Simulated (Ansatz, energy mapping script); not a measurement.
**Spin model of CoO from collinear orders**

Aim: the exchange couplings of CoO from the energies of a few collinear orders, and the ordering temperature that they give.

Program: Ansatz 0.2.0. Level of theory: PBEsol with U = 2.31 eV on Co d, ortho-atomic projectors; plane waves, U on orthogonalised atomic orbitals unless named otherwise, collinear spin, no spin–orbit coupling. Results are calculated unless marked as measured.

**Measured values to reproduce.**

“On the Elastic Anisotropy of the Entropy-Stabilized Oxide (Mg, Co, Ni, Cu, Zn)O” (2020, arxiv:2004.06613) quotes from earlier work for CoO, rock salt (literature value): ordering temperature (Neel temperature) 291 K [literature value quoted in the paper's theory part].

Report form: the programs' logs are mostly left out.

## Step 1: The structure

It takes space group Fm-3m (No. 225, cubic). Conventional cell: a = 4.263 Å, b = 4.263 Å, c = 4.263 Å, α = 90.00°, β = 90.00°, γ = 90.00°. Nearest to Co lie 6 O at 2.13 Å. O has 6 Co at 2.13 Å nearest. Farther neighbours and most contacts between anions are not listed.

A Hubbard U penalises fractional filling of the shell. It raises the cost of virtual hops to the neighbours, so couplings that rest on such hops usually weaken.

## Step 2: Seed run in the crystal's own cell

A corrected shell can settle in several orbital fillings. One parallel run, with an occupation width a fifth wider than the orders use, therefore is to supply the occupation matrices. All orders start from them.

input.yaml

```yaml
crystal:
  lattice:
    - [0.0, 2.1315, 2.1315]
    - [2.1315, 0.0, 2.1315]
    - [2.1315, 2.1315, 0.0]
  atoms:
    - { symbol: Co, position: [0.0, 0.0, 0.0], spin: 3.0 }
    - { symbol: O, position: [0.5, 0.5, 0.5] }
magnetization:
  spin_polarized: true
kpoints:
  mp_grid: { grid: [9, 9, 9] }
hamiltonian:
  xc: pbesol
  hubbard:
    sites: [{ species: Co, l: d, u_eff: 2.31 }]
    projectors: ortho-atomic
scf:
  occupations: { method: fermi_dirac, width: 0.06 }
output:
  eigenvalues: true
```

Started as:

```
$ ansatz run input.yaml --threads 4 --pin off --max-ram 8192MiB --backend cpu --events-out ev --progress --plain --runs-dir out
```

It took 11 s on 4 threads of Arm Neoverse V2, shared host; peak memory 0.68 GiB; 39 s of CPU time.

Read from the output:

* final state: ferromagnetic
* electrons in the corrected shells: 7.341 e
* largest moment: 2.572 μB

## Step 3: Order 1: parallel, cell A of 4 atoms

Each cell gets its own parallel run on the same mesh, so that most of the mesh error cancels in the differences.

input.yaml

```yaml
crystal:
  lattice:
    - [0.0, -2.1315, -2.1315]
    - [0.0, 2.1315, -2.1315]
    - [4.263, 0.0, 0.0]
  atoms:
    - { symbol: Co, position: [0.5, 0.5, 0.5], spin: 3.0 }
    - { symbol: Co, position: [0.0, 0.0, 0.0], spin: 3.0 }
    - { symbol: O, position: [0.5, 0.5, 0.0] }
    - { symbol: O, position: [0.0, 0.0, 0.5] }
magnetization:
  spin_polarized: true
kpoints:
  mp_grid: { grid: [7, 7, 5] }
hamiltonian:
  xc: pbesol
  hubbard:
    sites:
      - { species: Co, l: d, u_eff: 2.31 }
      - { site: 0, l: d, u_eff: 2.31, starting_ns: [{ spin: up, occupation_matrix: co1_major }, { spin: down, occupation_matrix: co1_minor }] }
      - { site: 1, l: d, u_eff: 2.31, starting_ns: [{ spin: up, occupation_matrix: co1_major }, { spin: down, occupation_matrix: co1_minor }] }
    projectors: ortho-atomic
    occupation_matrices:
      co1_major:
        matrix:
          - [0.996, 0.0, 0.0, 0.0, 0.0]
          - [0.0, 0.998, 0.0, 0.0, 0.0]
          - [0.0, 0.0, 0.998, 0.0, 0.0]
          - [0.0, 0.0, 0.0, 0.996, 0.0]
          - [0.0, 0.0, 0.0, 0.0, 0.998]
      co1_minor:
        matrix:
          - [0.189, -0.062, -0.062, 0.0, -0.125]
          - [-0.062, 0.659, -0.293, -0.108, 0.293]
          - [-0.062, -0.293, 0.659, 0.108, 0.293]
          - [0.0, -0.108, 0.108, 0.189, 0.0]
          - [-0.125, 0.293, 0.293, 0.0, 0.659]
scf:
  occupations: { method: fermi_dirac, width: 0.05 }
output:
  eigenvalues: true
```

Run time: 4.5 s. Hardware: 4 threads; peak memory 0.51 GiB.

Spin moment in the sphere by atom:

```csv
atom,spin moment in the sphere (μB)
Co1,2.57
Co2,2.57
O3,0.27
O4,0.27
```

The run ends ferromagnetic.

## Step 4: Compensated +− start in cell A (4 atoms)

This order reverses 8 of the 12 neighbours at 3.01 Å, 0 of the 6 neighbours at 4.26 Å and 16 of the 24 neighbours at 5.22 Å, counted for an average magnetic atom.

input.yaml, as its differences from that of step 3:

```diff
@@ -7,3 +7,3 @@
     - { symbol: Co, position: [0.5, 0.5, 0.5], spin: 3.0 }
-    - { symbol: Co, position: [0.0, 0.0, 0.0], spin: 3.0 }
+    - { symbol: Co, position: [0.0, 0.0, 0.0], spin: -3.0 }
     - { symbol: O, position: [0.5, 0.5, 0.0] }
@@ -20,3 +20,3 @@
       - { site: 0, l: d, u_eff: 2.31, starting_ns: [{ spin: up, occupation_matrix: co1_major }, { spin: down, occupation_matrix: co1_minor }] }
-      - { site: 1, l: d, u_eff: 2.31, starting_ns: [{ spin: up, occupation_matrix: co1_major }, { spin: down, occupation_matrix: co1_minor }] }
+      - { site: 1, l: d, u_eff: 2.31, starting_ns: [{ spin: up, occupation_matrix: co1_minor }, { spin: down, occupation_matrix: co1_major }] }
     projectors: ortho-atomic
```

It took 3 s on 4 threads; peak memory 0.5 GiB; 11 s of CPU time.

Spin moment in the sphere by atom:

```csv
atom,spin moment in the sphere (μB)
Co1,2.56
Co2,-2.56
O3,-0.09
O4,0.09
```

The run ends antiferromagnetic, 26.72 meV a magnetic atom above the parallel order of its cell.

## Step 5: Parallel start in cell B (4 atoms)

The parallel order again, as the reference for this cell.

This run holds the same structure in another cell (c 4.263 → 5.221 Å, α 90.0 → 73.2°, β 90.0 → 73.2°, γ 90.0 → 60.0°).

input.yaml

```yaml
crystal:
  lattice:
    - [0.0, -2.1315, -2.1315]
    - [-2.1315, 0.0, -2.1315]
    - [2.1315, 2.1315, -4.263]
  atoms:
    - { symbol: Co, position: [0.5, 0.5, 0.5], spin: 3.0 }
    - { symbol: Co, position: [0.0, 0.0, 0.0], spin: 3.0 }
    - { symbol: O, position: [0.75, 0.75, 0.75] }
    - { symbol: O, position: [0.25, 0.25, 0.25] }
magnetization:
  spin_polarized: true
kpoints:
  mp_grid: { grid: [9, 9, 9] }
hamiltonian:
  xc: pbesol
  hubbard:
    sites:
      - { species: Co, l: d, u_eff: 2.31 }
      - { site: 0, l: d, u_eff: 2.31, starting_ns: [{ spin: up, occupation_matrix: co1_major }, { spin: down, occupation_matrix: co1_minor }] }
      - { site: 1, l: d, u_eff: 2.31, starting_ns: [{ spin: up, occupation_matrix: co1_major }, { spin: down, occupation_matrix: co1_minor }] }
    projectors: ortho-atomic
    occupation_matrices:
      co1_major:
        matrix:
          - [0.996, 0.0, 0.0, 0.0, 0.0]
          - [0.0, 0.998, 0.0, 0.0, 0.0]
          - [0.0, 0.0, 0.998, 0.0, 0.0]
          - [0.0, 0.0, 0.0, 0.996, 0.0]
          - [0.0, 0.0, 0.0, 0.0, 0.998]
      co1_minor:
        matrix:
          - [0.189, -0.062, -0.062, 0.0, -0.125]
          - [-0.062, 0.659, -0.293, -0.108, 0.293]
          - [-0.062, -0.293, 0.659, 0.108, 0.293]
          - [0.0, -0.108, 0.108, 0.189, 0.0]
          - [-0.125, 0.293, 0.293, 0.0, 0.659]
scf:
  occupations: { method: fermi_dirac, width: 0.05 }
output:
  eigenvalues: true
```

Run time: 7.3 s. Hardware: 4 threads; peak memory 0.66 GiB; 27 s of CPU time.

The run ends ferromagnetic. For each magnetic atom its energy differs from the parallel run of the first cell by -0.11 meV, an error that one common reference would have brought in.

## Step 6: Run 4 (compensated +−; cell B, 4 atoms)

This order reverses 6 of the 12 neighbours at 3.01 Å, 6 of the 6 neighbours at 4.26 Å and 12 of the 24 neighbours at 5.22 Å, counted for an average magnetic atom.

input.yaml, as its differences from that of step 5:

```diff
@@ -7,3 +7,3 @@
     - { symbol: Co, position: [0.5, 0.5, 0.5], spin: 3.0 }
-    - { symbol: Co, position: [0.0, 0.0, 0.0], spin: 3.0 }
+    - { symbol: Co, position: [0.0, 0.0, 0.0], spin: -3.0 }
     - { symbol: O, position: [0.75, 0.75, 0.75] }
@@ -20,3 +20,3 @@
       - { site: 0, l: d, u_eff: 2.31, starting_ns: [{ spin: up, occupation_matrix: co1_major }, { spin: down, occupation_matrix: co1_minor }] }
-      - { site: 1, l: d, u_eff: 2.31, starting_ns: [{ spin: up, occupation_matrix: co1_major }, { spin: down, occupation_matrix: co1_minor }] }
+      - { site: 1, l: d, u_eff: 2.31, starting_ns: [{ spin: up, occupation_matrix: co1_minor }, { spin: down, occupation_matrix: co1_major }] }
     projectors: ortho-atomic
```

The job ended after 4.8 s (4 threads; peak memory 0.63 GiB).

The run ends antiferromagnetic, 111.30 meV a magnetic atom below the parallel order of its cell.

## Step 7: Order 5: parallel, cell C of 6 atoms

input.yaml

```yaml
crystal:
  lattice:
    - [0.0, -2.1315, -2.1315]
    - [-4.263, 0.0, 0.0]
    - [2.1315, 4.263, -2.1315]
  atoms:
    - { symbol: Co, position: [0.666666667, 0.666666667, 0.333333333], spin: 3.0 }
    - { symbol: Co, position: [0.333333333, 0.333333333, 0.666666667], spin: 3.0 }
    - { symbol: Co, position: [0.0, 0.0, 0.0], spin: 3.0 }
    - { symbol: O, position: [0.666666667, 0.166666667, 0.333333333] }
    - { symbol: O, position: [0.333333333, 0.833333333, 0.666666667] }
    - { symbol: O, position: [0.0, 0.5, 0.0] }
magnetization:
  spin_polarized: true
kpoints:
  mp_grid: { grid: [8, 8, 8] }
hamiltonian:
  xc: pbesol
  hubbard:
    sites:
      - { species: Co, l: d, u_eff: 2.31 }
      - { site: 0, l: d, u_eff: 2.31, starting_ns: [{ spin: up, occupation_matrix: co1_major }, { spin: down, occupation_matrix: co1_minor }] }
      - { site: 1, l: d, u_eff: 2.31, starting_ns: [{ spin: up, occupation_matrix: co1_major }, { spin: down, occupation_matrix: co1_minor }] }
      - { site: 2, l: d, u_eff: 2.31, starting_ns: [{ spin: up, occupation_matrix: co1_major }, { spin: down, occupation_matrix: co1_minor }] }
    projectors: ortho-atomic
    occupation_matrices:
      co1_major:
        matrix:
          - [0.996, 0.0, 0.0, 0.0, 0.0]
          - [0.0, 0.998, 0.0, 0.0, 0.0]
          - [0.0, 0.0, 0.998, 0.0, 0.0]
          - [0.0, 0.0, 0.0, 0.996, 0.0]
          - [0.0, 0.0, 0.0, 0.0, 0.998]
      co1_minor:
        matrix:
          - [0.189, -0.062, -0.062, 0.0, -0.125]
          - [-0.062, 0.659, -0.293, -0.108, 0.293]
          - [-0.062, -0.293, 0.659, 0.108, 0.293]
          - [0.0, -0.108, 0.108, 0.189, 0.0]
          - [-0.125, 0.293, 0.293, 0.0, 0.659]
scf:
  occupations: { method: fermi_dirac, width: 0.05 }
output:
  eigenvalues: true
```

The job ended after 21 s (4 threads; peak memory 1.3 GiB; 80 s of CPU time).

The run ends ferromagnetic. For each magnetic atom its energy differs from the parallel run of the first cell by -0.10 meV, an error that one common reference would have brought in.

## Step 8: Order 6: uncompensated ++−, cell C of 6 atoms

This order reverses 6.67 of the 12 neighbours at 3.01 Å, 2.67 of the 6 neighbours at 4.26 Å and 8 of the 24 neighbours at 5.22 Å, counted for an average magnetic atom.

input.yaml, as its differences from that of step 7:

```diff
@@ -8,3 +8,3 @@
     - { symbol: Co, position: [0.333333333, 0.333333333, 0.666666667], spin: 3.0 }
-    - { symbol: Co, position: [0.0, 0.0, 0.0], spin: 3.0 }
+    - { symbol: Co, position: [0.0, 0.0, 0.0], spin: -3.0 }
     - { symbol: O, position: [0.666666667, 0.166666667, 0.333333333] }
@@ -23,3 +23,3 @@
       - { site: 1, l: d, u_eff: 2.31, starting_ns: [{ spin: up, occupation_matrix: co1_major }, { spin: down, occupation_matrix: co1_minor }] }
-      - { site: 2, l: d, u_eff: 2.31, starting_ns: [{ spin: up, occupation_matrix: co1_major }, { spin: down, occupation_matrix: co1_minor }] }
+      - { site: 2, l: d, u_eff: 2.31, starting_ns: [{ spin: up, occupation_matrix: co1_minor }, { spin: down, occupation_matrix: co1_major }] }
     projectors: ortho-atomic
```

Wall time 34 s (4 threads); peak memory 1.3 GiB; 2.2 min of CPU time.

The run ends ferrimagnetic, 41.45 meV a magnetic atom below the parallel order of its cell.

## Step 9: Order 7: parallel, cell D of 6 atoms

A new cell needs its own zero of energy.

This run holds the same structure in another cell (b 4.263 → 3.014 Å, c 5.221 → 6.740 Å, α 114.1 → 102.9°, β 106.8 → 102.9°).

input.yaml

```yaml
crystal:
  lattice:
    - [0.0, 2.1315, 2.1315]
    - [0.0, 2.1315, -2.1315]
    - [-6.3945, -2.1315, 0.0]
  atoms:
    - { symbol: Co, position: [0.0, 0.0, 0.0], spin: 3.0 }
    - { symbol: Co, position: [0.333333333, 0.333333333, 0.666666667], spin: 3.0 }
    - { symbol: Co, position: [0.666666667, 0.666666667, 0.333333333], spin: 3.0 }
    - { symbol: O, position: [0.833333333, 0.833333333, 0.666666667] }
    - { symbol: O, position: [0.166666667, 0.166666667, 0.333333333] }
    - { symbol: O, position: [0.5, 0.5, 0.0] }
magnetization:
  spin_polarized: true
kpoints:
  mp_grid: { grid: [8, 8, 8] }
hamiltonian:
  xc: pbesol
  hubbard:
    sites:
      - { species: Co, l: d, u_eff: 2.31 }
      - { site: 0, l: d, u_eff: 2.31, starting_ns: [{ spin: up, occupation_matrix: co1_major }, { spin: down, occupation_matrix: co1_minor }] }
      - { site: 1, l: d, u_eff: 2.31, starting_ns: [{ spin: up, occupation_matrix: co1_major }, { spin: down, occupation_matrix: co1_minor }] }
      - { site: 2, l: d, u_eff: 2.31, starting_ns: [{ spin: up, occupation_matrix: co1_major }, { spin: down, occupation_matrix: co1_minor }] }
    projectors: ortho-atomic
    occupation_matrices:
      co1_major:
        matrix:
          - [0.996, 0.0, 0.0, 0.0, 0.0]
          - [0.0, 0.998, 0.0, 0.0, 0.0]
          - [0.0, 0.0, 0.998, 0.0, 0.0]
          - [0.0, 0.0, 0.0, 0.996, 0.0]
          - [0.0, 0.0, 0.0, 0.0, 0.998]
      co1_minor:
        matrix:
          - [0.189, -0.062, -0.062, 0.0, -0.125]
          - [-0.062, 0.659, -0.293, -0.108, 0.293]
          - [-0.062, -0.293, 0.659, 0.108, 0.293]
          - [0.0, -0.108, 0.108, 0.189, 0.0]
          - [-0.125, 0.293, 0.293, 0.0, 0.659]
scf:
  occupations: { method: fermi_dirac, width: 0.05 }
output:
  eigenvalues: true
```

Run time: 22 s. Hardware: 4 threads; peak memory 1.3 GiB; 81 s of CPU time.

The run ends ferromagnetic. For each magnetic atom its energy differs from the parallel run of the first cell by -0.02 meV, an error that one common reference would have brought in.

[end of part 1 of 2]

[Logs and program files are shortened in this print: banners, set-up blocks, solver, clock and traceback lines can be left out without a mark of their own.]

[Logs are printed without paths, hosts, clocks, repeated set-up lines and the standing remarks that a program may print on its own settings, such as how far it seeks lower states.]

[Hosts, paths, dates, database ids (printed as entryN), source tags and the programs' standing remarks are cut or masked in the printed files.]

[Where a cell is said to come from a database of computed structures, the database is the Materials Project.]
